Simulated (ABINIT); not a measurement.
# Quasiparticle gap of BaLiF3 (Pm-3m) in ABINIT, part 2 of 3

How does a plane-wave GW calculation on BaLiF3 (Pm-3m) run from the first input to the gap?

ABINIT 10.8.3; LDA and many-body steps on it, plane waves. Known limits of the many-body steps: not at the basis limit; no spin-orbit coupling; coarse k mesh.

So far. Step 2 (Ground state): The gap is direct, at Γ.

## (3) Bands along the symmetry lines

Level of this step: DFT, LDA, plane waves, norm-conserving pseudopotentials (ABINIT).

The cheap functional maps the bands first; the places of the edges decide which points the dearer methods must see.

run.abi reads:

```
acell 3*1.0 Angstrom
rprim 
  3.988581640000 0.000000000000 0.000000000000
  0.000000000000 3.988581640000 0.000000000000
  0.000000000000 0.000000000000 3.988581640000
ntypat 3
znucl 56 3 9
natom 5
typat 1 2 3 3 3
xred 
  0.000000000000 0.000000000000 0.000000000000
  0.500000000000 0.500000000000 0.500000000000
  0.000000000000 0.500000000000 0.500000000000
  0.500000000000 0.500000000000 0.000000000000
  0.500000000000 0.000000000000 0.500000000000
pp_dirpath "pseudos"
pseudos "Ba.upf, Li.upf, F.upf"
ecut 36
iscf -2
irdden 1
kptopt 0
nkpt 50
kpt 
  0.00000000 0.00000000 0.00000000
  0.00000000 0.06250000 0.00000000
  0.00000000 0.12500000 0.00000000
  0.00000000 0.18750000 0.00000000
  0.00000000 0.25000000 0.00000000
  0.00000000 0.31250000 0.00000000
  0.00000000 0.37500000 0.00000000
  0.00000000 0.43750000 0.00000000
  0.00000000 0.50000000 0.00000000
  0.06250000 0.50000000 0.00000000
  0.12500000 0.50000000 0.00000000
  0.18750000 0.50000000 0.00000000
  0.25000000 0.50000000 0.00000000
  0.31250000 0.50000000 0.00000000
  0.37500000 0.50000000 0.00000000
  0.43750000 0.50000000 0.00000000
  0.50000000 0.50000000 0.00000000
  0.43750000 0.43750000 0.00000000
  0.37500000 0.37500000 0.00000000
  0.31250000 0.31250000 0.00000000
  0.25000000 0.25000000 0.00000000
  0.18750000 0.18750000 0.00000000
  0.12500000 0.12500000 0.00000000
  0.06250000 0.06250000 0.00000000
  0.00000000 0.00000000 0.00000000
  0.06250000 0.06250000 0.06250000
  0.12500000 0.12500000 0.12500000
  0.18750000 0.18750000 0.18750000
  0.25000000 0.25000000 0.25000000
  0.31250000 0.31250000 0.31250000
  0.37500000 0.37500000 0.37500000
  0.43750000 0.43750000 0.43750000
  0.50000000 0.50000000 0.50000000
  0.43750000 0.50000000 0.43750000
  0.37500000 0.50000000 0.37500000
  0.31250000 0.50000000 0.31250000
  0.25000000 0.50000000 0.25000000
  0.18750000 0.50000000 0.18750000
  0.12500000 0.50000000 0.12500000
  0.06250000 0.50000000 0.06250000
  0.00000000 0.50000000 0.00000000
  0.50000000 0.50000000 0.50000000
  0.50000000 0.50000000 0.43750000
  0.50000000 0.50000000 0.37500000
  0.50000000 0.50000000 0.31250000
  0.50000000 0.50000000 0.25000000
  0.50000000 0.50000000 0.18750000
  0.50000000 0.50000000 0.12500000
  0.50000000 0.50000000 0.06250000
  0.50000000 0.50000000 0.00000000
istwfk *1
nband 24
nbdbuf 2
tolwfr 1e-08
nstep 40
prtwf 0
prtvol 0
indata_prefix "in"
outdata_prefix "out"
tmpdata_prefix "tmp"
```

Launch:

```bash
> OMP_NUM_THREADS=1 mpirun -n 4 abinit run.abi > log
```

Numbers of over 12 decimals in the logs are rounded to 6 here.

The log of the run:

```text
.Version 10.8.3 of ABINIT. v10.8.2 released Aug 2026.

 Symmetries : space group Pm -3 m (#221); Bravais cP (primitive cubic)
[... echo of the input left out ...]
== DATASET  1 ==================================================================
-   mpi_nproc: 4, omp_nthreads: 1 (-1 if OMP is not activated)

--- !DatasetInfo
iteration_state: {dtset: 1, }
dimensions: {natom: 5, nkpt: 50, mband: 24, nsppol: 1, nspinor: 1, nspden: 1, mpw: 4468, }
cutoff_energies: {ecut:  36.0, pawecutdg:  -1.0, }
electrons: {nelect:   3.40000000E+01, charge:   0.00000000E+00, occopt:   1.00000000E+00, tsmear:   1.00000000E-02, }

 Real(R)+Recip(G) space primitive vectors, cartesian coordinates (Bohr,Bohr^-1):
 R(1)=  7.5373269  0.0000000  0.0000000  G(1)=  0.1326730  0.0000000  0.0000000
 R(2)=  0.0000000  7.5373269  0.0000000  G(2)=  0.0000000  0.1326730  0.0000000
 R(3)=  0.0000000  0.0000000  7.5373269  G(3)=  0.0000000  0.0000000  0.1326730
 Unit cell volume ucvol=  4.2820532E+02 bohr^3
 Angles (23,13,12)=  9.00000000E+01  9.00000000E+01  9.00000000E+01 degrees

 getcut: wavevector=  0.0000  0.0000  0.0000  ngfft=  45  45  45
         ecut(hartree)=     36.000   => boxcut(ratio)=   2.16132

--- Pseudopotential description ------------------------------------------------
- Ba Generated using ONCVPSP code by D. R. Hamann
- 56.00000  10.00000  180309                  znucl, zion, pspdat
12 -1012 2 -1 1912                            pspcod,pspxc,lmax,lloc,mmax
     nproj     2     2     2
  pspatm : epsatm=   25.95172157
         --- l  ekb(1:nproj) -->
             0    6.668455    0.685657
             1    5.046948    0.410312
             2    2.551809    0.419281
 pspatm: atomic psp has been read  and splines computed

- Li Generated using ONCVPSP code by D. R. Hamann
-  3.00000   3.00000  180309                  znucl, zion, pspdat
12 -1012 1 -1 1944                            pspcod,pspxc,lmax,lloc,mmax
     nproj     2     2     0
  pspatm : epsatm=    2.61415252
         --- l  ekb(1:nproj) -->
[...]
pspatm: atomic psp has been read  and splines computed

- F Generated using ONCVPSP code by D. R. Hamann
-  9.00000   7.00000  201202                  znucl, zion, pspdat
12 -1012 2 -1 824                             pspcod,pspxc,lmax,lloc,mmax
     nproj     2     2     1
  pspatm : epsatm=    4.94580260
         --- l  ekb(1:nproj) -->
[...]
2   -2.364936
 pspatm: atomic psp has been read  and splines computed

--------------------------------------------------------------------------------

================================================================================
 prteigrs : about to open file out_EIG
 Non-SCF case, kpt    1 (  0.00000  0.00000  0.00000), residuals and eigenvalues=
  6.97E-09  4.18E-09  4.34E-09  2.26E-09  6.75E-09  2.13E-09  2.43E-09  4.51E-09
[...]
Non-SCF case, kpt   49 (  0.50000  0.50000  0.06250), residuals and eigenvalues=
[...]
Non-SCF case, kpt   50 (  0.50000  0.50000  0.00000), residuals and eigenvalues=
[...]
1.5188E-02  4.3135E-02  4.3135E-02  5.7873E-02  5.8835E-02  3.9003E-01
  4.0126E-01  4.6211E-01  4.6211E-01  5.2380E-01  5.4428E-01  5.4428E-01

--- !ResultsGS
iteration_state: {dtset: 1, }
comment   : Summary of ground state results
lattice_vectors:
- [  7.5373269,   0.0000000,   0.0000000, ]
- [  0.0000000,   7.5373269,   0.0000000, ]
- [  0.0000000,   0.0000000,   7.5373269, ]
lattice_lengths: [   7.53733,    7.53733,    7.53733, ]
lattice_angles: [ 90.000,  90.000,  90.000, ] # degrees, (23, 13, 12)
lattice_volume:   4.2820532E+02
convergence: {deltae:  0.000E+00, res2:  0.000E+00, residm:  9.915E-09, diffor:  0.000E+00, }
etotal    :  -1.09416748E+02
entropy   :   0.00000000E+00
fermie    :   6.57595701E-02
cartesian_stress_tensor: null
pressure_GPa: null
xred      :
- [  0.0000E+00,   0.0000E+00,   0.0000E+00, Ba]
- [  5.0000E-01,   5.0000E-01,   5.0000E-01, Li]
- [  0.0000E+00,   5.0000E-01,   5.0000E-01,  F]
- [  5.0000E-01,   5.0000E-01,   0.0000E+00,  F]
- [  5.0000E-01,   0.0000E+00,   5.0000E-01,  F]
cartesian_forces: null
force_length_stats: {min: null, max: null, mean: null, }

 Integrated electronic density in atomic spheres:
 ------------------------------------------------
 Atom  Sphere_radius  Integrated_density
[...]
================================================================================

 ----iterations are completed or convergence reached----

 Mean square residual over all n,k,spin=   48.385E-10; max=  99.150E-10
 reduced coordinates (array xred) for    5 atoms
[...]
0.500000000000      0.500000000000      0.000000000000
       0.500000000000      0.000000000000      0.500000000000

 cartesian coordinates (angstrom) at end:
    1      0.000000     0.000000     0.000000
    2      1.994291     1.994291     1.994291
    3      0.000000     1.994291     1.994291
    4      1.994291     1.994291     0.000000
    5      1.994291     0.000000     1.994291
 length scales=  1.889726125908  1.889726125908  1.889726125908 bohr
              =  1.000000000000  1.000000000000  1.000000000000 angstroms
 prteigrs : about to open file out_EIG
 Eigenvalues (hartree) for nkpt=  50  k points:
 kpt#   1, nband= 24, wtk=  1.00000, kpt=  0.0000  0.0000  0.0000 (reduced coord)
[...]
kpt#   2, nband= 24, wtk=  1.00000, kpt=  0.0000  0.0625  0.0000 (reduced coord)
[...]
kpt#   3, nband= 24, wtk=  1.00000, kpt=  0.0000  0.1250  0.0000 (reduced coord)
[...]
kpt#  49, nband= 24, wtk=  1.00000, kpt=  0.5000  0.5000  0.0625 (reduced coord)
[...]
kpt#  50, nband= 24, wtk=  1.00000, kpt=  0.5000  0.5000  0.0000 (reduced coord)
[...]
-0.02053   -0.00674    0.01381    0.01519    0.01519    0.04314    0.04314    0.05787
   0.05883    0.39003    0.40126    0.46211    0.46211    0.52380    0.54428    0.54428

== END DATASET(S) ==============================================================
================================================================================

 -outvars: echo values of variables after computation  --------
            nband          24
             nkpt          50
          spgroup         221
 [... the other variables as echoed above ...]

 Calculation completed.
```

Run time: 20 s. Hardware: 4 MPI ranks of Arm Neoverse V2, shared host; peak memory 0.34 GiB; 79 s of CPU time.

This step gave:

| Property | Result |
| --- | --- |
| gap | 6.550 eV |
| k of the valence top | 0, 0, 0 |
| k of the conduction bottom | 0, 0, 0 |
| least direct gap | 6.550 eV |

The gap is 6.550 eV, as in the run before at this level.

Electronic bands along the path, in eV, zero at the top of the highest filled band:

| point | band 14 | band 15 | band 16 | band 17 | band 18 | band 19 | band 20 | band 21 |
| --- | --- | --- | --- | --- | --- | --- | --- | --- |
| Γ | -0.84 | 0.00 | 0.00 | 0.00 | 6.55 | 6.55 | 7.90 | 9.87 |
| halfway | -0.91 | -0.50 | -0.18 | -0.18 | 7.25 | 7.53 | 9.25 | 10.07 |
| X | -0.78 | -0.78 | -0.47 | -0.47 | 8.01 | 8.51 | 10.31 | 10.76 |
| halfway | -0.91 | -0.75 | -0.39 | -0.31 | 8.55 | 9.61 | 9.74 | 10.56 |
| M | -0.62 | -0.62 | -0.21 | -0.19 | 8.82 | 9.13 | 10.79 | 10.79 |
| halfway | -0.82 | -0.71 | -0.40 | -0.04 | 7.84 | 8.61 | 9.45 | 10.35 |
| Γ | -0.84 | 0.00 | 0.00 | 0.00 | 6.55 | 6.55 | 7.90 | 9.87 |
| halfway | -1.17 | -0.50 | -0.15 | -0.15 | 8.73 | 8.73 | 9.32 | 10.12 |
| R | -0.20 | -0.15 | -0.15 | -0.15 | 7.97 | 7.97 | 7.97 | 12.03 |
| halfway | -0.50 | -0.44 | -0.39 | -0.33 | 9.26 | 9.33 | 9.34 | 9.44 |
| X | -0.78 | -0.78 | -0.47 | -0.47 | 8.01 | 8.51 | 10.31 | 10.76 |
| jump to R | -0.20 | -0.15 | -0.15 | -0.15 | 7.97 | 7.97 | 7.97 | 12.03 |
| halfway | -0.45 | -0.45 | -0.21 | -0.17 | 8.40 | 9.05 | 9.05 | 10.13 |
| M | -0.62 | -0.62 | -0.21 | -0.19 | 8.82 | 9.13 | 10.79 | 10.79 |

## (4) Empty states on the mesh, 2×2×2 mesh, 47 bands

The sums over transitions need many empty states on a uniform mesh; this step solves for them.

run.abi reads:

```
acell 3*1.0 Angstrom
rprim 
  3.988581640000 0.000000000000 0.000000000000
  0.000000000000 3.988581640000 0.000000000000
  0.000000000000 0.000000000000 3.988581640000
ntypat 3
znucl 56 3 9
natom 5
typat 1 2 3 3 3
xred 
  0.000000000000 0.000000000000 0.000000000000
  0.500000000000 0.500000000000 0.500000000000
  0.000000000000 0.500000000000 0.500000000000
  0.500000000000 0.500000000000 0.000000000000
  0.500000000000 0.000000000000 0.500000000000
pp_dirpath "pseudos"
pseudos "Ba.upf, Li.upf, F.upf"
ecut 36
ngkpt 2 2 2
nshiftk 1
shiftk 0 0 0
kptopt 1
chksymbreak 0
iscf -2
irdden 1
istwfk *1
nband 47
nbdbuf 4
tolwfr 1e-09
nstep 60
prtvol 0
indata_prefix "in"
outdata_prefix "out"
tmpdata_prefix "tmp"
```

The log of the run:

```text
.Version 10.8.3 of ABINIT. v10.8.2 released Aug 2026.

 Symmetries : space group Pm -3 m (#221); Bravais cP (primitive cubic)
[... echo of the input left out ...]
== DATASET  1 ==================================================================
-   mpi_nproc: 4, omp_nthreads: 1 (-1 if OMP is not activated)

--- !DatasetInfo
iteration_state: {dtset: 1, }
dimensions: {natom: 5, nkpt: 4, mband: 47, nsppol: 1, nspinor: 1, nspden: 1, mpw: 4468, }
cutoff_energies: {ecut:  36.0, pawecutdg:  -1.0, }
electrons: {nelect:   3.40000000E+01, charge:   0.00000000E+00, occopt:   1.00000000E+00, tsmear:   1.00000000E-02, }

 Real(R)+Recip(G) space primitive vectors, cartesian coordinates (Bohr,Bohr^-1):
 R(1)=  7.5373269  0.0000000  0.0000000  G(1)=  0.1326730  0.0000000  0.0000000
 R(2)=  0.0000000  7.5373269  0.0000000  G(2)=  0.0000000  0.1326730  0.0000000
 R(3)=  0.0000000  0.0000000  7.5373269  G(3)=  0.0000000  0.0000000  0.1326730
 Unit cell volume ucvol=  4.2820532E+02 bohr^3
 Angles (23,13,12)=  9.00000000E+01  9.00000000E+01  9.00000000E+01 degrees

 getcut: wavevector=  0.0000  0.0000  0.0000  ngfft=  45  45  45
         ecut(hartree)=     36.000   => boxcut(ratio)=   2.16132

--- Pseudopotential description ------------------------------------------------
- Ba Generated using ONCVPSP code by D. R. Hamann
- 56.00000  10.00000  180309                  znucl, zion, pspdat
12 -1012 2 -1 1912                            pspcod,pspxc,lmax,lloc,mmax
     nproj     2     2     2
  pspatm : epsatm=   25.95172157
         --- l  ekb(1:nproj) -->
             0    6.668455    0.685657
             1    5.046948    0.410312
             2    2.551809    0.419281
 pspatm: atomic psp has been read  and splines computed

- Li Generated using ONCVPSP code by D. R. Hamann
-  3.00000   3.00000  180309                  znucl, zion, pspdat
12 -1012 1 -1 1944                            pspcod,pspxc,lmax,lloc,mmax
     nproj     2     2     0
  pspatm : epsatm=    2.61415252
         --- l  ekb(1:nproj) -->
[...]
pspatm: atomic psp has been read  and splines computed

- F Generated using ONCVPSP code by D. R. Hamann
-  9.00000   7.00000  201202                  znucl, zion, pspdat
12 -1012 2 -1 824                             pspcod,pspxc,lmax,lloc,mmax
     nproj     2     2     1
  pspatm : epsatm=    4.94580260
         --- l  ekb(1:nproj) -->
[...]
2   -2.364936
 pspatm: atomic psp has been read  and splines computed

--------------------------------------------------------------------------------

================================================================================
 prteigrs : about to open file out_EIG
 Non-SCF case, kpt    1 (  0.00000  0.00000  0.00000), residuals and eigenvalues=
  2.29E-10  2.44E-10  9.05E-10  3.95E-10  9.66E-10  8.89E-11  4.13E-10  6.99E-10
[...]
3.37E-10  6.07E-10  3.30E-10  9.81E-10  2.79E-06  7.97E-06  1.94E-04
 -1.3880E+00 -7.9605E-01 -6.3903E-01 -6.2414E-01 -6.2414E-01 -2.4284E-01
 -2.4284E-01 -2.4284E-01 -4.2122E-03 -4.2122E-03 -4.2122E-03  3.4891E-02
  3.4891E-02  3.4891E-02  6.5760E-02  6.5760E-02  6.5760E-02  3.0648E-01
  3.0648E-01  3.5625E-01  4.2839E-01  4.2839E-01  4.2839E-01  6.6792E-01
  6.6792E-01  6.6792E-01  6.7694E-01  8.3125E-01  8.3125E-01  8.3125E-01
  8.4660E-01  8.4660E-01  8.4660E-01  8.6703E-01  9.4439E-01  9.4439E-01
  9.4439E-01  9.9102E-01  9.9102E-01  1.0903E+00  1.0903E+00  1.0903E+00
  1.2111E+00  1.2111E+00  1.3053E+00  1.3452E+00  1.3455E+00
 prteigrs : prtvol=0 or 1, do not print more k-points.

--- !ResultsGS
iteration_state: {dtset: 1, }
comment   : Summary of ground state results
lattice_vectors:
- [  7.5373269,   0.0000000,   0.0000000, ]
- [  0.0000000,   7.5373269,   0.0000000, ]
- [  0.0000000,   0.0000000,   7.5373269, ]
lattice_lengths: [   7.53733,    7.53733,    7.53733, ]
lattice_angles: [ 90.000,  90.000,  90.000, ] # degrees, (23, 13, 12)
lattice_volume:   4.2820532E+02
convergence: {deltae:  0.000E+00, res2:  0.000E+00, residm:  9.989E-10, diffor:  0.000E+00, }
etotal    :  -1.09416748E+02
entropy   :   0.00000000E+00
fermie    :   6.57595701E-02
cartesian_stress_tensor: null
pressure_GPa: null
xred      :
- [  0.0000E+00,   0.0000E+00,   0.0000E+00, Ba]
- [  5.0000E-01,   5.0000E-01,   5.0000E-01, Li]
- [  0.0000E+00,   5.0000E-01,   5.0000E-01,  F]
- [  5.0000E-01,   5.0000E-01,   0.0000E+00,  F]
- [  5.0000E-01,   0.0000E+00,   5.0000E-01,  F]
cartesian_forces: null
force_length_stats: {min: null, max: null, mean: null, }

 Integrated electronic density in atomic spheres:
 ------------------------------------------------
 Atom  Sphere_radius  Integrated_density
[...]
================================================================================

 ----iterations are completed or convergence reached----

 Mean square residual over all n,k,spin=   42.197E-11; max=  99.891E-11
 reduced coordinates (array xred) for    5 atoms
[...]
0.500000000000      0.500000000000      0.000000000000
       0.500000000000      0.000000000000      0.500000000000

 cartesian coordinates (angstrom) at end:
    1      0.000000     0.000000     0.000000
    2      1.994291     1.994291     1.994291
    3      0.000000     1.994291     1.994291
    4      1.994291     1.994291     0.000000
    5      1.994291     0.000000     1.994291
 length scales=  1.889726125908  1.889726125908  1.889726125908 bohr
              =  1.000000000000  1.000000000000  1.000000000000 angstroms
 prteigrs : about to open file out_EIG
 Eigenvalues (hartree) for nkpt=   4  k points:
 kpt#   1, nband= 47, wtk=  0.12500, kpt=  0.0000  0.0000  0.0000 (reduced coord)
[...]
0.66792    0.66792    0.67694    0.83125    0.83125    0.83125    0.84660    0.84660
   0.84660    0.86703    0.94439    0.94439    0.94439    0.99102    0.99102    1.09032
   1.09032    1.09032    1.21110    1.21110    1.30526    1.34524    1.34555
 prteigrs : prtvol=0 or 1, do not print more k-points.

== END DATASET(S) ==============================================================
================================================================================

 -outvars: echo values of variables after computation  --------
            nband          47
             nkpt           4
          spgroup         221
 [... the other variables as echoed above ...]

 Calculation completed.
```

Wall time 7.5 s (4 MPI ranks); peak memory 0.28 GiB.

This step gave:

* gap: 6.550 eV
* k of the valence top: 0, 0, 0
* k of the conduction bottom: 0, 0, 0
* least direct gap: 6.550 eV
* k points computed: 4
* lowest point of the top converged band, above the valence top: 29.09 eV

On this mesh the gap is 6.550 eV.

## (5) Screening, 2×2×2 mesh, 43 bands, screening to 87.1 eV

The RPA dielectric matrix is built and inverted for each q.

This step: RPA screening on LDA, plane waves, norm-conserving pseudopotentials.

run.abi, as its differences from that of step 4:

```diff
@@ -23,10 +23,11 @@
 chksymbreak 0
-iscf -2
-irdden 1
 istwfk *1
-nband 47
-nbdbuf 4
-tolwfr 1e-09
-nstep 60
-prtvol 0
+occopt 1
+irdwfk 1
+optdriver 3
+nband 43
+ecuteps 3.2
+inclvkb 2
+awtr 1
+symchi 1
 indata_prefix "in"
```

The log of the run:

```text
.Version 10.8.3 of ABINIT. v10.8.2 released Aug 2026.

 Symmetries : space group Pm -3 m (#221); Bravais cP (primitive cubic)
[... echo of the input left out ...]
== DATASET  1 ==================================================================
-   mpi_nproc: 4, omp_nthreads: 1 (-1 if OMP is not activated)

--- !DatasetInfo
iteration_state: {dtset: 1, }
dimensions: {natom: 5, nkpt: 4, mband: 43, nsppol: 1, nspinor: 1, nspden: 1, mpw: 4468, }
cutoff_energies: {ecut:  36.0, pawecutdg:  -1.0, }
electrons: {nelect:   3.40000000E+01, charge:   0.00000000E+00, occopt:   1.00000000E+00, tsmear:   1.00000000E-02, }

 SCREENING: Calculation of the susceptibility and dielectric matrices

 Based on a program developped by R.W. Godby, V. Olevano, G. Onida, and L. Reining.
 Incorporated in ABINIT by V. Olevano, G.-M. Rignanese, and M. Torrent.
.Using double precision arithmetic ; gwpc =  8

[... cell and pseudopotentials left out ...]
--------------------------------------------------------------------------------

 ==== K-mesh for the wavefunctions ====
 Number of points in the irreducible wedge :     4
[... list of points left out ...]
 Together with 48 symmetry operations and time-reversal symmetry
 yields     8 points in the full Brillouin Zone.

 ==== Q-mesh for the screening function ====
 Number of points in the irreducible wedge :     4
[... list of points left out ...]
 Together with 48 symmetry operations and time-reversal symmetry
 yields     8 points in the full Brillouin Zone.

 setmesh: FFT mesh size selected  =    27x   27x   27
          total number of points  =        19683

 vcoul_init : cutoff-mode = AUXILIARY_FUNCTION
 q-points for optical limit:   1
     1)      0.000010    0.000020    0.000030

- screening: taking advantage of time-reversal symmetry
- Maximum band index for partially occupied states nbvw = 17
- Remaining bands to be divided among processors   nbcw = 26
- Number of bands treated by each node ~6

 Number of electrons calculated from density =   34.0000; Expected =   34.0000
 average of density, n =  0.079401
 r_s =    1.4433
 omega_plasma =   27.1812 [eV]

 calculating chi0 at frequencies [eV] :
  1    0.000000E+00    0.000000E+00
  2    0.000000E+00    2.718123E+01

--------------------------------------------------------------------------------
  q-point number  1        q = ( 0.000000, 0.000000, 0.000000) [r.l.u.]
--------------------------------------------------------------------------------
[... chi0 elements left out ...]
 For q-point:  0.000010 0.000020 0.000030
  dielectric constant =   2.6522
  dielectric constant without local fields =   2.8390

  Average fulfillment of the sum rule on Im[epsilon] for q-point    1 :     28.44  [%]
[... wings left out ...]
  q-point number  2        q = ( 0.500000, 0.000000, 0.000000) [r.l.u.]
--------------------------------------------------------------------------------
[... chi0 elements left out ...]
  Average fulfillment of the sum rule on Im[epsilon] for q-point    2 :     39.31  [%]

 [... 2 further q-points ...]
```

The job ended after 4.1 s (4 MPI ranks; peak memory 0.5 GiB).

Numbers from this step:

```yaml
eps_infinity_with_local_fields_on_this_mesh_along_the_program_s_q_direction: 2.652
the_same_without_local_fields: 2.839
plasma_frequency: 27.18 eV
plane_waves_in_the_screening_matrix: 123
```

Local fields lower ε∞ by 7 %. On a Γ-centred mesh this coarse the value itself is usually too large, while a short band sum pulls it down.

(Continued in part 3 of 3.)

[Paths, hosts, dates, memory and timing lines, banners, echoed tables and standing remarks are left out of the program output.]

[Logs are printed without paths, hosts, clocks, repeated set-up lines and the standing remarks that a program may print on its own settings, such as how far it seeks lower states.]

[Runs of the session that timed out or met a known fault of the program may be left out.]

[Hosts, paths, dates, database ids (printed as entryN), source tags and the programs' standing remarks are cut or masked in the printed files.]

[G0W0 gaps are taken among the corrected bands and points alone; a level outside them can change the order at an edge.]

[Where Ansatz stands beside ABINIT at settings called matched, ABINIT's density can come from a denser mesh and the files from another edition; pairs whose starting gaps differed by over 0.03 eV were left out, so agreement reads better than it is.]
